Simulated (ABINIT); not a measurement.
# RbCaH3 (Pm-3m): G0W0 in ABINIT against the bands in the screening

Wanted: the cheapest bands in the screening that holds the gap of RbCaH3 (Pm-3m).

Program: ABINIT 10.8.3. Level of theory: LDA and many-body steps on it, plane waves. Results are calculated unless marked as measured.

## Step 1: Set-up

The structure is cubic, space group Pm-3m (No. 221). Conventional cell: a = 4.547 Å, b = 4.547 Å, c = 4.547 Å, α = 90.00°, β = 90.00°, γ = 90.00°. Nearest to Rb lie 12 H at 3.22 Å. Nearest to Ca lie 6 H at 2.27 Å. H has 2 Ca at 2.27 Å and 8 H at 3.22 Å and 4 Rb at 3.22 Å nearest. Farther neighbours are not listed.

The cell and positions come from the Crystallography Open Database and are kept as given unless a step says otherwise.

## Step 2: Screening, 2×2×2 mesh, 19 bands, screening to 106.1 eV

This step: ABINIT 10.8.3; RPA screening on LDA, plane waves, norm-conserving pseudopotentials.

The RPA dielectric matrix is built and inverted for each q.

Input file run.abi:

```
acell 3*1.0 Angstrom
rprim 
  4.547000000000 0.000000000000 0.000000000000
  0.000000000000 4.547000000000 0.000000000000
  0.000000000000 0.000000000000 4.547000000000
ntypat 3
znucl 37 20 1
natom 5
typat 1 2 3 3 3
xred 
  0.000000000000 0.000000000000 0.000000000000
  0.500000000000 0.500000000000 0.500000000000
  0.000000000000 0.500000000000 0.500000000000
  0.500000000000 0.000000000000 0.500000000000
  0.500000000000 0.500000000000 0.000000000000
pp_dirpath "pseudos"
pseudos "Rb.upf, Ca.upf, H.upf"
ecut 31
ngkpt 2 2 2
nshiftk 1
shiftk 0 0 0
kptopt 1
chksymbreak 0
istwfk *1
occopt 1
irdwfk 1
optdriver 3
nband 19
ecuteps 3.9
inclvkb 2
awtr 1
symchi 1
indata_prefix "in"
outdata_prefix "out"
tmpdata_prefix "tmp"
```

Command:

```
OMP_NUM_THREADS=1 mpirun -n 4 abinit run.abi > log
```

Log:

```text
.Version 10.8.3 of ABINIT. v10.8.2 released Aug 2026.

 Symmetries : space group Pm -3 m (#221); Bravais cP (primitive cubic)
[... echo of the input left out ...]
== DATASET  1 ==================================================================
-   mpi_nproc: 4, omp_nthreads: 1 (-1 if OMP is not activated)

--- !DatasetInfo
iteration_state: {dtset: 1, }
dimensions: {natom: 5, nkpt: 4, mband: 19, nsppol: 1, nspinor: 1, nspden: 1, mpw: 5248, }
cutoff_energies: {ecut:  31.0, pawecutdg:  -1.0, }
electrons: {nelect:   2.20000000E+01, charge:   0.00000000E+00, occopt:   1.00000000E+00, tsmear:   1.00000000E-02, }

 SCREENING: Calculation of the susceptibility and dielectric matrices

 Based on a program developped by R.W. Godby, V. Olevano, G. Onida, and L. Reining.
 Incorporated in ABINIT by V. Olevano, G.-M. Rignanese, and M. Torrent.
.Using double precision arithmetic ; gwpc =  8

[... cell and pseudopotentials left out ...]
--------------------------------------------------------------------------------

 ==== K-mesh for the wavefunctions ====
 Number of points in the irreducible wedge :     4
[... list of points left out ...]
 Together with 48 symmetry operations and time-reversal symmetry
 yields     8 points in the full Brillouin Zone.

 ==== Q-mesh for the screening function ====
 Number of points in the irreducible wedge :     4
[... list of points left out ...]
 Together with 48 symmetry operations and time-reversal symmetry
 yields     8 points in the full Brillouin Zone.

 setmesh: FFT mesh size selected  =    30x   30x   30
          total number of points  =        27000

 vcoul_init : cutoff-mode = AUXILIARY_FUNCTION
 q-points for optical limit:   1
     1)      0.000010    0.000020    0.000030

- screening: taking advantage of time-reversal symmetry
- Maximum band index for partially occupied states nbvw = 11
- Remaining bands to be divided among processors   nbcw = 8
- Number of bands treated by each node ~2

 Number of electrons calculated from density =   22.0000; Expected =   22.0000
 average of density, n =  0.034678
 r_s =    1.9023
 omega_plasma =   17.9631 [eV]

 calculating chi0 at frequencies [eV] :
  1    0.000000E+00    0.000000E+00
  2    0.000000E+00    1.796310E+01

--------------------------------------------------------------------------------
  q-point number  1        q = ( 0.000000, 0.000000, 0.000000) [r.l.u.]
--------------------------------------------------------------------------------
[... chi0 elements left out ...]
 For q-point:  0.000010 0.000020 0.000030
  dielectric constant =   3.5334
  dielectric constant without local fields =   3.8764

  Average fulfillment of the sum rule on Im[epsilon] for q-point    1 :     15.49  [%]
[... wings left out ...]
  q-point number  2        q = ( 0.500000, 0.000000, 0.000000) [r.l.u.]
--------------------------------------------------------------------------------
[... chi0 elements left out ...]
  Average fulfillment of the sum rule on Im[epsilon] for q-point    2 :     26.84  [%]

 [... 2 further q-points ...]
```

Run time: 3.5 s. Hardware: 4 MPI ranks of Arm Neoverse V1, shared host; peak memory 0.5 GiB; 14 s of CPU time.

This step gave:

| Property | Result |
| --- | --- |
| ε∞ with local fields, on this mesh, along the program's q direction | 3.533 |
| the same without local fields | 3.876 |
| plasma frequency | 17.96 eV |
| plane waves in the screening matrix | 251 |

Local fields lower ε∞ by 9 %. On a Γ-centred mesh this coarse the value itself is usually too large, while a short band sum pulls it down.

## Step 3: 19 bands

The self-energy is evaluated for the states that the input lists, and the levels follow from it, in one-shot runs by the linearised quasiparticle equation.

This step: G0W0 on LDA, plane waves, norm-conserving pseudopotentials.

Changes to run.abi since step 2:

```diff
@@ -26,8 +26,17 @@
 irdwfk 1
-optdriver 3
-nband 19
+optdriver 4
+nband 49
+gwcalctyp 0
+ecutsigx 31
+symsigma 1
+nkptgw 2
+kptgw 
+  0.5000000000 0.5000000000 0.0000000000
+  0.0000000000 0.0000000000 0.0000000000
+bdgw 
+  10 14
+  10 14
 ecuteps 3.9
-inclvkb 2
-awtr 1
-symchi 1
+irdscr 1
+ppmodel 1
 indata_prefix "in"
```

Log:

```text
.Version 10.8.3 of ABINIT. v10.8.2 released Aug 2026.

 Symmetries : space group Pm -3 m (#221); Bravais cP (primitive cubic)
[... echo of the input left out ...]
== DATASET  1 ==================================================================
-   mpi_nproc: 4, omp_nthreads: 1 (-1 if OMP is not activated)

--- !DatasetInfo
iteration_state: {dtset: 1, }
dimensions: {natom: 5, nkpt: 4, mband: 49, nsppol: 1, nspinor: 1, nspden: 1, mpw: 5248, }
cutoff_energies: {ecut:  31.0, pawecutdg:  -1.0, }
electrons: {nelect:   2.20000000E+01, charge:   0.00000000E+00, occopt:   1.00000000E+00, tsmear:   1.00000000E-02, }

 SIGMA: Calculation of the GW corrections

 Based on a program developped by R.W. Godby, V. Olevano, G. Onida, and L. Reining.
 Incorporated in ABINIT by V. Olevano, G.-M. Rignanese, and M. Torrent.
.Using double precision arithmetic ; gwpc =  8

[... cell and pseudopotentials left out ...]
--------------------------------------------------------------------------------

 ==== K-mesh for the wavefunctions ====
 Number of points in the irreducible wedge :     4
[... list of points left out ...]
 Together with 48 symmetry operations and time-reversal symmetry
 yields     8 points in the full Brillouin Zone.

 ==== Q-mesh for screening function ====
 Number of points in the irreducible wedge :     4
[... list of points left out ...]
 Together with 48 symmetry operations and time-reversal symmetry
 yields     8 points in the full Brillouin Zone.

 vcoul_init : cutoff-mode = AUXILIARY_FUNCTION
 q-points for optical limit:   1
     1)      0.000010    0.000020    0.000030
 setmesh: FFT mesh size selected  =    45x   45x   45
          total number of points  =        91125

 Number of electrons calculated from density =   22.0000; Expected =   22.0000
 average of density, n =  0.034678
 r_s =    1.9023
 omega_plasma =   17.9631 [eV]

 === KS Band Gaps ===
  >>>> For spin  1
   Minimum direct gap =   2.9320 [eV], located at k-point      :   0.5000  0.5000  0.0000
   Fundamental gap    =   2.9320 [eV], Top of valence bands at :   0.5000  0.5000  0.0000
                                       Bottom of conduction at :   0.5000  0.5000  0.0000
 SIGMA fundamental parameters:
 PLASMON POLE MODEL  1
 number of plane-waves for SigmaX                 5185
 number of plane-waves for SigmaC and W            251
 number of plane-waves for wavefunctions          5185
 number of bands                                    49
 number of independent spin polarizations            1
 number of spinorial components                      1
 number of k-points in IBZ                           4
 number of q-points in IBZ                           4
 number of symmetry operations                      48
 number of k-points in BZ                            8
 number of q-points in BZ                            8
 number of frequencies for dSigma/dE                 9
 frequency step for dSigma/dE [eV]                0.25
 number of omega for Sigma on real axis              0
 max omega for Sigma on real axis  [eV]           0.00
 zcut for avoiding poles [eV]                     0.10

 EPSILON^-1 parameters (SCR file):
 dimension of the eps^-1 matrix on file            251
 dimension of the eps^-1 matrix used               251
 number of plane-waves for wavefunctions          5185
 number of bands                                    19
 number of q-points in IBZ                           4
 number of frequencies                               2
 number of real frequencies                          1
 number of imag frequencies                          1

 matrix elements of self-energy operator (all in [eV])

 Perturbative Calculation

--- !SelfEnergy_ee
iteration_state: {dtset: 1, }
kpoint     : [   0.500,    0.500,    0.000, ]
spin       : 1
KS_gap     :    2.932
QP_gap     :    5.912
Delta_QP_KS:    2.980
data: !SigmaeeData |
     Band     E0 <VxcDFT>   SigX SigC(E0)      Z dSigC/dE  Sig(E)    E-E0       E
       10  -0.178 -10.559 -14.030   2.182   0.785  -0.274 -11.570  -1.011  -1.189
       11  -0.178 -10.559 -14.030   2.182   0.785  -0.274 -11.570  -1.011  -1.189
       12   2.754  -8.603  -3.729  -2.470   0.819  -0.221  -6.635   1.969   4.723
       13   4.654 -11.039  -4.859  -2.888   0.799  -0.252  -8.409   2.630   7.284
       14   4.654 -11.039  -4.859  -2.888   0.799  -0.252  -8.409   2.630   7.284

--- !SelfEnergy_ee
iteration_state: {dtset: 1, }
kpoint     : [   0.000,    0.000,    0.000, ]
spin       : 1
KS_gap     :    6.262
QP_gap     :   10.066
Delta_QP_KS:    3.805
data: !SigmaeeData |
     Band     E0 <VxcDFT>   SigX SigC(E0)      Z dSigC/dE  Sig(E)    E-E0       E
       10  -0.543 -10.628 -13.684   2.130   0.780  -0.282 -11.350  -0.723  -1.266
       11  -0.543 -10.628 -13.684   2.130   0.780  -0.282 -11.350  -0.723  -1.266
       12   5.719 -13.158  -5.920  -3.252   0.773  -0.293 -10.076   3.082   8.801
       13   5.719 -13.158  -5.920  -3.252   0.773  -0.293 -10.076   3.082   8.801
       14   5.719 -13.158  -5.920  -3.252   0.773  -0.293 -10.076   3.082   8.801

== END DATASET(S) ==============================================================
================================================================================

 -outvars: echo values of variables after computation  --------
           etotal      0.0000000000E+00
            nband          49
             nkpt           4
          spgroup         221
 [... the other variables as echoed above ...]

 Calculation completed.
```

Elapsed: 5.4 s, on 4 MPI ranks; peak memory 0.64 GiB; 21 s of CPU time.

This step gave:

| Quantity | Value |
| --- | --- |
| G0W0 gap on the points computed | 5.912 eV |
| starting gap on the mesh | 2.932 eV |
| k of the valence top | 0.5, 0.5, 0 |
| k of the conduction bottom | 0.5, 0.5, 0 |
| Z at the valence top | 0.785 |
| Z at the conduction bottom | 0.819 |
| least direct G0W0 gap on the computed points | 5.912 eV |

The gap on the mesh goes from 2.93 eV to 5.91 eV, a correction of +2.98 eV.

## Step 4: Screening, 2×2×2 mesh, 49 bands, screening to 106.1 eV

This step: RPA screening on LDA, plane waves, norm-conserving pseudopotentials.

Changes to run.abi since step 3:

```diff
@@ -26,17 +26,8 @@
 irdwfk 1
-optdriver 4
+optdriver 3
 nband 49
-gwcalctyp 0
-ecutsigx 31
-symsigma 1
-nkptgw 2
-kptgw 
-  0.5000000000 0.5000000000 0.0000000000
-  0.0000000000 0.0000000000 0.0000000000
-bdgw 
-  10 14
-  10 14
 ecuteps 3.9
-irdscr 1
-ppmodel 1
+inclvkb 2
+awtr 1
+symchi 1
 indata_prefix "in"
```

Log:

```text
.Version 10.8.3 of ABINIT. v10.8.2 released Aug 2026.

 Symmetries : space group Pm -3 m (#221); Bravais cP (primitive cubic)
[... echo of the input left out ...]
== DATASET  1 ==================================================================
-   mpi_nproc: 4, omp_nthreads: 1 (-1 if OMP is not activated)

--- !DatasetInfo
iteration_state: {dtset: 1, }
dimensions: {natom: 5, nkpt: 4, mband: 49, nsppol: 1, nspinor: 1, nspden: 1, mpw: 5248, }
cutoff_energies: {ecut:  31.0, pawecutdg:  -1.0, }
electrons: {nelect:   2.20000000E+01, charge:   0.00000000E+00, occopt:   1.00000000E+00, tsmear:   1.00000000E-02, }

 SCREENING: Calculation of the susceptibility and dielectric matrices

 Based on a program developped by R.W. Godby, V. Olevano, G. Onida, and L. Reining.
 Incorporated in ABINIT by V. Olevano, G.-M. Rignanese, and M. Torrent.
.Using double precision arithmetic ; gwpc =  8

[... cell and pseudopotentials left out ...]
--------------------------------------------------------------------------------

 ==== K-mesh for the wavefunctions ====
 Number of points in the irreducible wedge :     4
[... list of points left out ...]
 Together with 48 symmetry operations and time-reversal symmetry
 yields     8 points in the full Brillouin Zone.

 ==== Q-mesh for the screening function ====
 Number of points in the irreducible wedge :     4
[... list of points left out ...]
 Together with 48 symmetry operations and time-reversal symmetry
 yields     8 points in the full Brillouin Zone.

 setmesh: FFT mesh size selected  =    30x   30x   30
          total number of points  =        27000

 vcoul_init : cutoff-mode = AUXILIARY_FUNCTION
 q-points for optical limit:   1
     1)      0.000010    0.000020    0.000030

- screening: taking advantage of time-reversal symmetry
- Maximum band index for partially occupied states nbvw = 11
- Remaining bands to be divided among processors   nbcw = 38
- Number of bands treated by each node ~9

 Number of electrons calculated from density =   22.0000; Expected =   22.0000
 average of density, n =  0.034678
 r_s =    1.9023
 omega_plasma =   17.9631 [eV]

 calculating chi0 at frequencies [eV] :
  1    0.000000E+00    0.000000E+00
  2    0.000000E+00    1.796310E+01

--------------------------------------------------------------------------------
  q-point number  1        q = ( 0.000000, 0.000000, 0.000000) [r.l.u.]
--------------------------------------------------------------------------------
[... chi0 elements left out ...]
 For q-point:  0.000010 0.000020 0.000030
  dielectric constant =   3.7937
  dielectric constant without local fields =   4.2845

  Average fulfillment of the sum rule on Im[epsilon] for q-point    1 :     53.91  [%]
[... wings left out ...]
  q-point number  2        q = ( 0.500000, 0.000000, 0.000000) [r.l.u.]
--------------------------------------------------------------------------------
[... chi0 elements left out ...]
  Average fulfillment of the sum rule on Im[epsilon] for q-point    2 :     65.51  [%]

 [... 2 further q-points ...]
```

Run time: 5.2 s. Hardware: 4 MPI ranks; peak memory 0.5 GiB; 20 s of CPU time.

Numbers from this step:

```
ε∞ with local fields, on this mesh, along the program's q direction : 3.794
the same without local fields                                       : 4.285
plasma frequency                                                    : 17.96 eV
plane waves in the screening matrix                                 : 251
```

(Part 1 of 2 ends here.)

[Paths, hosts, dates, memory and timing lines, banners, echoed tables and standing remarks are left out of the program output.]

[Logs are printed without paths, hosts, clocks, repeated set-up lines and the standing remarks that a program may print on its own settings, such as how far it seeks lower states.]

[Runs of the session that timed out or met a known fault of the program may be left out.]

[No measured gap is set beside runs whose start may be inverted or whose files or cutoffs have a known fault.]

[Hosts, paths, dates, database ids (printed as entryN), source tags and the programs' standing remarks are cut or masked in the printed files.]

[G0W0 gaps are taken among the corrected bands and points alone; a level outside them can change the order at an edge.]

[Where Ansatz stands beside ABINIT at settings called matched, ABINIT's density can come from a denser mesh and the files from another edition; pairs whose starting gaps differed by over 0.03 eV were left out, so agreement reads better than it is.]
